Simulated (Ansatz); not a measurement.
# Be (Im-3m, 1 atom in the cell): converging a phonon calculation, part 2 of 2

How do the frequencies of Be (Im-3m, 1 atom in the cell) move with q mesh, k mesh and cutoff?

Ansatz 0.2.0; DFT PBEsol, scalar-relativistic, plane waves, PAW.

So far. Step 2 (Relaxing to small forces for the phonons): The forces vanish by symmetry and the pressure is -0.001 GPa, within the tolerances set. The cell now holds 7.75 Å³/atom. Step 3 (Phonons on a q mesh): Symmetry leaves 16 wavevectors to solve. The lowest mode among them, the acoustic zeros apart, lies at q = (0, 0, -0.5) and is imaginary, 39.9i cm⁻¹, so the energy falls along it. The relaxed cell has a = 2.493 Å (conventional setting).

This is not the structure that Be takes at ambient pressure and room temperature (hexagonal, No. 194); it is a model or a phase of other conditions.

**10. Another k mesh, k-mesh 36×36×36, q mesh 2×2×2**

The k mesh is changed to 36×36×36 on a small fixed q mesh, to find the coarsest that serves.

input.yaml

```yaml
crystal:
  lattice:
    - [-1.2464130335, 1.2464130335, 1.2464130335]
    - [1.2464130335, -1.2464130335, 1.2464130335]
    - [1.2464130335, 1.2464130335, -1.2464130335]
  atoms:
    - { symbol: Be, position: [0.0, 0.0, 0.0] }
kpoints:
  mp_grid: { grid: [36, 36, 36] }
hamiltonian:
  xc: pbesol
scf:
  occupations: { method: methfessel_paxton, width: 0.15 }
output:
  eigenvalues: true
phonons:
  method: dfpt
  qmesh: [2, 2, 2]
  temperatures: { t_max: 1000, t_step: 50 }
  qpath:
    path:
      - [[0.0, 0.0, 0.0], [0.5, -0.5, 0.5], [0.0, 0.0, 0.5], [0.0, 0.0, 0.0], [0.25, 0.25, 0.25], [0.5, -0.5, 0.5]]
      - [[0.25, 0.25, 0.25], [0.0, 0.0, 0.5]]
    npoints: 10
```

On the command line:

```sh
$ ansatz run input.yaml --threads 4 --pin off --max-ram 7168MiB --backend cpu --events-out ev --progress --plain --runs-dir out
```

Numbers of over 12 decimals in the logs are rounded to 6 here.

Log:

```text
[...]
Crystal: 1 atoms, lattice volume = 7.745 Å³
Basis set: ecut = 420 eV, 141 PW (Γ), exchange–correlation on 30×30×30 points (8 copies of the dense FFT grid, shifted against one another)
Bands: 5, of which v1, the nominal top of the filled ones, is band 1 counted from 1 (0 counted from 0)
Symmetry: 48 space group operations
k-points: 1240 of 46656
[...]
E sigma→0 (E₀):  -90.252442 eV
Entropy (-TS):   0.000102 eV (0.102 meV/atom)
Fermi energy:    9.224300 eV
[...]
--- Band table (eV; the first three rows and the last of 1240) ---
[...]
ASR residual: 1.614e-5 → 0.000e0 eV/Å²; symmetrization residual: 5.181e-16 eV/Å²
  ASR residual per site (eV/Å²): 1.61e-5
  Γ frequencies (cm⁻¹): 0.00 0.00 0.00
--- Phonons (arbitrary-q DFPT): 3 irreducible q on the 2×2×2 mesh ---
[...]
interpolated dispersion: 62 rows × 3 modes
[...]
[key lines of the parts left out:]
SCF converged after 5 iterations
Free energy (F): -90.252416 eV
```

Run time: 27 s. Hardware: 4 threads of Arm Neoverse V1, shared host; peak memory 1.4 GiB.

Against step 4 (now k-mesh 36×36×36), the lowest mode on the q mesh (acoustic modes at Γ apart) goes from -39.9 cm⁻¹ to -90.5 cm⁻¹.

**11. Comparing the runs**

Times are for 4 threads of Arm Neoverse V1, shared host. The series side by side:

```tsv
no.	k-mesh	lowest mode on the q mesh (acoustic modes at Γ apart) (cm⁻¹)	time	memory (GiB)
1	18×18×18	47.42	3.2 s	0.41
2	24×24×24	-39.88	7.2 s	0.6
3	36×36×36	-90.49	27 s	1.4
```

**12. Another cutoff, cutoff 170 eV, q mesh 2×2×2**

The cutoff is set to 170 eV on a small fixed q mesh.

input.yaml, as its differences from that of step 10:

```diff
@@ -8,3 +8,3 @@
 kpoints:
-  mp_grid: { grid: [36, 36, 36] }
+  mp_grid: { grid: [24, 24, 24] }
 hamiltonian:
@@ -24 +24,3 @@
     npoints: 10
+basis:
+  ecutwfc: 170
```

Log:

```text
Warning: basis.ecutwfc = 170 eV is below the records' recommended 420 eV, and the density's cutoff is lower with it unless basis.ecutrho_ratio is high enough to keep the records' density cutoff: compare with a run at a higher cutoff
[...]
Crystal: 1 atoms, lattice volume = 7.745 Å³
Basis set: ecut = 170 eV, 43 PW (Γ), exchange–correlation on 20×20×20 points (8 copies of the dense FFT grid, shifted against one another)
Bands: 5, of which v1, the nominal top of the filled ones, is band 1 counted from 1 (0 counted from 0)
Symmetry: 48 space group operations
k-points: 413 of 13824
[...]
SCF iter   1: F=—  HF=-90.116190 eV  |F-HF|=—  |Δ(HF+E_count)|=         —  Δρ=5.50e-3  dr2=7.86e-4  ethr=1.77e-3  ⟨swp⟩=3.5  Hψ=16883  notcnv=0
[...]
SCF iter   5: F=-90.116140 eV  HF=-90.116140 eV  |F-HF|=4.83e-13  |Δ(HF+E_count)|=  4.34e-11  S|Δr|=    0.00e0  Δρ=1.40e-7  dr2=5.27e-13  ethr=1.00e-12  ⟨swp⟩=4.1  Hψ=5025  notcnv=0
SCF 1 converged in 5 iterations: F = -90.116140 eV  dr2 = 5.27e-13
[...]
SCF converged after 5 iterations
[...]
Free energy (F): -90.116140 eV
[...]
Internal energy: -90.115892 eV  (E = F + TS)
E sigma→0 (E₀):  -90.116078 eV
Entropy (-TS):   -0.000247 eV (-0.247 meV/atom)
Fermi energy:    9.335095 eV
[...]
--- Band table (eV; the first three rows and the last of 413) ---
[...]
ASR residual: 9.998e-4 → 0.000e0 eV/Å²; symmetrization residual: 1.184e-15 eV/Å²
  ASR residual per site (eV/Å²): 1.00e-3
  Γ frequencies (cm⁻¹): 0.00 0.00 0.00
--- Phonons (arbitrary-q DFPT): 3 irreducible q on the 2×2×2 mesh ---
[...]
interpolated dispersion: 62 rows × 3 modes
[...]
```

Run time: 4.5 s. Hardware: 4 threads; peak memory 0.53 GiB.

The run finished; it serves as a test, and its numbers are not taken as the result.

**13. Another cutoff, cutoff 230 eV, q mesh 2×2×2**

The cutoff is set to 230 eV on a small fixed q mesh.

input.yaml, as its differences from that of step 12:

```diff
@@ -25,2 +25,2 @@
 basis:
-  ecutwfc: 170
+  ecutwfc: 230
```

Log:

```text
[...]
Crystal: 1 atoms, lattice volume = 7.745 Å³
Basis set: ecut = 230 eV, 55 PW (Γ), exchange–correlation on 24×24×24 points (8 copies of the dense FFT grid, shifted against one another)
Bands: 5, of which v1, the nominal top of the filled ones, is band 1 counted from 1 (0 counted from 0)
Symmetry: 48 space group operations
k-points: 413 of 13824
[...]
SCF iter   1: F=—  HF=-90.212367 eV  |F-HF|=—  |Δ(HF+E_count)|=         —  Δρ=2.47e-3  dr2=1.44e-4  ethr=1.77e-3  ⟨swp⟩=3.5  Hψ=17647  notcnv=0
[...]
SCF iter   5: F=-90.212304 eV  HF=-90.212304 eV  |F-HF|=2.56e-13  |Δ(HF+E_count)|=  1.35e-10  S|Δr|=    0.00e0  Δρ=1.32e-7  dr2=3.07e-13  ethr=1.00e-12  ⟨swp⟩=4.0  Hψ=4558  notcnv=0
SCF 1 converged in 5 iterations: F = -90.212304 eV  dr2 = 3.07e-13
[...]
SCF converged after 5 iterations
[...]
Free energy (F): -90.212304 eV
[...]
Internal energy: -90.212073 eV  (E = F + TS)
E sigma→0 (E₀):  -90.212246 eV
Entropy (-TS):   -0.000231 eV (-0.231 meV/atom)
Fermi energy:    9.290836 eV
[...]
--- Band table (eV; the first three rows and the last of 413) ---
[...]
ASR residual: 1.572e-4 → 0.000e0 eV/Å²; symmetrization residual: 2.665e-15 eV/Å²
  ASR residual per site (eV/Å²): 1.57e-4
  Γ frequencies (cm⁻¹): 0.00 0.00 0.00
--- Phonons (arbitrary-q DFPT): 3 irreducible q on the 2×2×2 mesh ---
[...]
interpolated dispersion: 62 rows × 3 modes
[...]
```

Elapsed: 5.2 s, on 4 threads; peak memory 0.49 GiB.

The run finished; it serves as a test, and its numbers are not taken as the result.

**14. Another cutoff, cutoff 290 eV, q mesh 2×2×2**

The cutoff is set to 290 eV on a small fixed q mesh.

input.yaml, as its differences from that of step 13:

```diff
@@ -25,2 +25,2 @@
 basis:
-  ecutwfc: 230
+  ecutwfc: 290
```

Log:

```text
[...]
Crystal: 1 atoms, lattice volume = 7.745 Å³
Basis set: ecut = 290 eV, 79 PW (Γ), exchange–correlation on 24×24×24 points (8 copies of the dense FFT grid, shifted against one another)
Bands: 5, of which v1, the nominal top of the filled ones, is band 1 counted from 1 (0 counted from 0)
Symmetry: 48 space group operations
k-points: 413 of 13824
[...]
SCF iter   1: F=—  HF=-90.243829 eV  |F-HF|=—  |Δ(HF+E_count)|=         —  Δρ=1.07e-3  dr2=3.41e-5  ethr=1.77e-3  ⟨swp⟩=3.9  Hψ=18363  notcnv=0
[...]
SCF iter   5: F=-90.243763 eV  HF=-90.243763 eV  |F-HF|=9.95e-14  |Δ(HF+E_count)|=  2.03e-10  S|Δr|=    0.00e0  Δρ=2.00e-7  dr2=6.70e-13  ethr=1.00e-12  ⟨swp⟩=4.0  Hψ=4314  notcnv=0
SCF 1 converged in 5 iterations: F = -90.243763 eV  dr2 = 6.70e-13
[...]
SCF converged after 5 iterations
[...]
Free energy (F): -90.243763 eV
[...]
Internal energy: -90.243539 eV  (E = F + TS)
E sigma→0 (E₀):  -90.243707 eV
Entropy (-TS):   -0.000224 eV (-0.224 meV/atom)
Fermi energy:    9.274978 eV
[...]
--- Band table (eV; the first three rows and the last of 413) ---
[...]
ASR residual: 6.006e-5 → 0.000e0 eV/Å²; symmetrization residual: 8.882e-16 eV/Å²
  ASR residual per site (eV/Å²): 6.01e-5
  Γ frequencies (cm⁻¹): 0.00 0.00 0.00
--- Phonons (arbitrary-q DFPT): 3 irreducible q on the 2×2×2 mesh ---
[...]
interpolated dispersion: 62 rows × 3 modes
[...]
```

Wall time 5.8 s (4 threads); peak memory 0.51 GiB.

The run finished; it serves as a test, and its numbers are not taken as the result.

**15. Another cutoff, cutoff 360 eV, q mesh 2×2×2**

The cutoff is set to 360 eV on a small fixed q mesh.

input.yaml, as its differences from that of step 14:

```diff
@@ -25,2 +25,2 @@
 basis:
-  ecutwfc: 290
+  ecutwfc: 360
```

Log:

```text
[...]
Crystal: 1 atoms, lattice volume = 7.745 Å³
Basis set: ecut = 360 eV, 135 PW (Γ), exchange–correlation on 30×30×30 points (8 copies of the dense FFT grid, shifted against one another)
Bands: 5, of which v1, the nominal top of the filled ones, is band 1 counted from 1 (0 counted from 0)
Symmetry: 48 space group operations
k-points: 413 of 13824
[...]
E sigma→0 (E₀):  -90.250549 eV
Entropy (-TS):   -0.000224 eV (-0.224 meV/atom)
Fermi energy:    9.272250 eV
[...]
--- Band table (eV; the first three rows and the last of 413) ---
[...]
ASR residual: 3.502e-6 → 0.000e0 eV/Å²; symmetrization residual: 5.181e-16 eV/Å²
  ASR residual per site (eV/Å²): 3.50e-6
  Γ frequencies (cm⁻¹): 0.00 0.00 0.00
--- Phonons (arbitrary-q DFPT): 3 irreducible q on the 2×2×2 mesh ---
[...]
interpolated dispersion: 62 rows × 3 modes
[...]
[key lines of the parts left out:]
SCF converged after 5 iterations
Free energy (F): -90.250605 eV
```

Wall time 6.7 s (4 threads); peak memory 0.56 GiB.

Against step 4 (now cutoff 360 eV), the lowest mode on the q mesh (acoustic modes at Γ apart) goes from -39.9 cm⁻¹ to -42.6 cm⁻¹.

**16. Another cutoff, cutoff 550 eV, q mesh 2×2×2**

The cutoff is set to 550 eV on a small fixed q mesh.

input.yaml, as its differences from that of step 15:

```diff
@@ -25,2 +25,2 @@
 basis:
-  ecutwfc: 360
+  ecutwfc: 550
```

Log:

```text
[...]
Crystal: 1 atoms, lattice volume = 7.745 Å³
Basis set: ecut = 550 eV, 225 PW (Γ), exchange–correlation on 36×36×36 points (8 copies of the dense FFT grid, shifted against one another)
Bands: 5, of which v1, the nominal top of the filled ones, is band 1 counted from 1 (0 counted from 0)
Symmetry: 48 space group operations
k-points: 413 of 13824
[...]
E sigma→0 (E₀):  -90.251426 eV
Entropy (-TS):   -0.000224 eV (-0.224 meV/atom)
Fermi energy:    9.271877 eV
[...]
--- Band table (eV; the first three rows and the last of 413) ---
[...]
ASR residual: 3.779e-5 → 0.000e0 eV/Å²; symmetrization residual: 2.777e-17 eV/Å²
  ASR residual per site (eV/Å²): 3.78e-5
  Γ frequencies (cm⁻¹): 0.00 0.00 0.00
--- Phonons (arbitrary-q DFPT): 3 irreducible q on the 2×2×2 mesh ---
[...]
interpolated dispersion: 62 rows × 3 modes
[...]
[key lines of the parts left out:]
SCF converged after 5 iterations
Free energy (F): -90.251481 eV
```

Wall time 9.4 s (4 threads); peak memory 0.69 GiB; 32 s of CPU time.

Frequencies (cm⁻¹) solved at each irreducible wavevector; negative means imaginary. Frequencies by wavevector, by row:

```tsv
q in reciprocal lattice units	star	mode 1	mode 2	mode 3
0 0 0	1	0	0	0
0 0 -0.5	6	-40.1	605	669.8
-0.5 -0.5 -0.5	1	664.7	664.7	664.7
```

**17. What came out**

| Quantity | Value |
| --- | --- |
| lowest mode on the q mesh (acoustic modes at Γ apart), k-mesh 8×8×8 | 141 cm⁻¹ |
| lowest mode on the q mesh (acoustic modes at Γ apart), k-mesh 12×12×12 | -172 cm⁻¹ |
| lowest mode on the q mesh (acoustic modes at Γ apart), k-mesh 18×18×18 | 47.4 cm⁻¹ |
| lowest mode on the q mesh (acoustic modes at Γ apart), k-mesh 24×24×24 | -39.9 cm⁻¹ |
| lowest mode on the q mesh (acoustic modes at Γ apart), k-mesh 36×36×36 | -90.5 cm⁻¹ |
| lowest mode on the q mesh (acoustic modes at Γ apart), cutoff 170 eV | -116 cm⁻¹ |
| lowest mode on the q mesh (acoustic modes at Γ apart), cutoff 230 eV | 39.0 cm⁻¹ |
| lowest mode on the q mesh (acoustic modes at Γ apart), cutoff 290 eV | -37.1 cm⁻¹ |
| lowest mode on the q mesh (acoustic modes at Γ apart), cutoff 360 eV | -42.6 cm⁻¹ |
| lowest mode on the q mesh (acoustic modes at Γ apart), cutoff 550 eV | -40.1 cm⁻¹ |

**Reading.** The base run has imaginary modes (down to 40i cm⁻¹), and the series also tests whether they stay. Over the whole k mesh series, coarse runs included, the lowest mode on the q mesh (acoustic modes at Γ apart) runs from -172.2 to 140.9 cm⁻¹; the two finest runs still differ by up to 50.6 cm⁻¹ in a solved mode, so convergence is not shown. Over the whole cutoff series, coarse runs included, the lowest mode on the q mesh (acoustic modes at Γ apart) runs from -116.0 to 39.0 cm⁻¹; from 290 eV on all solved modes stay within 3.1 cm⁻¹ of the finest run (550 eV), against a tolerance of 6.7. All runs share the cell relaxed at the base settings, which is not exactly at rest under another k mesh or cutoff. With no gap, or one that is small against the smearing, the frequencies hang on the k mesh and the smearing, most of all near Kohn anomalies. A phonon run warned that its eigensolver left some bands unconverged in a pass. These are harmonic frequencies at zero temperature: anharmonic shifts, linewidths and thermal expansion are left out.

[Logs are printed without paths, hosts, clocks, repeated set-up lines and the standing remarks that a program may print on its own settings, such as how far it seeks lower states.]

[Hosts, paths, dates, database ids (printed as entryN), source tags and the programs' standing remarks are cut or masked in the printed files.]
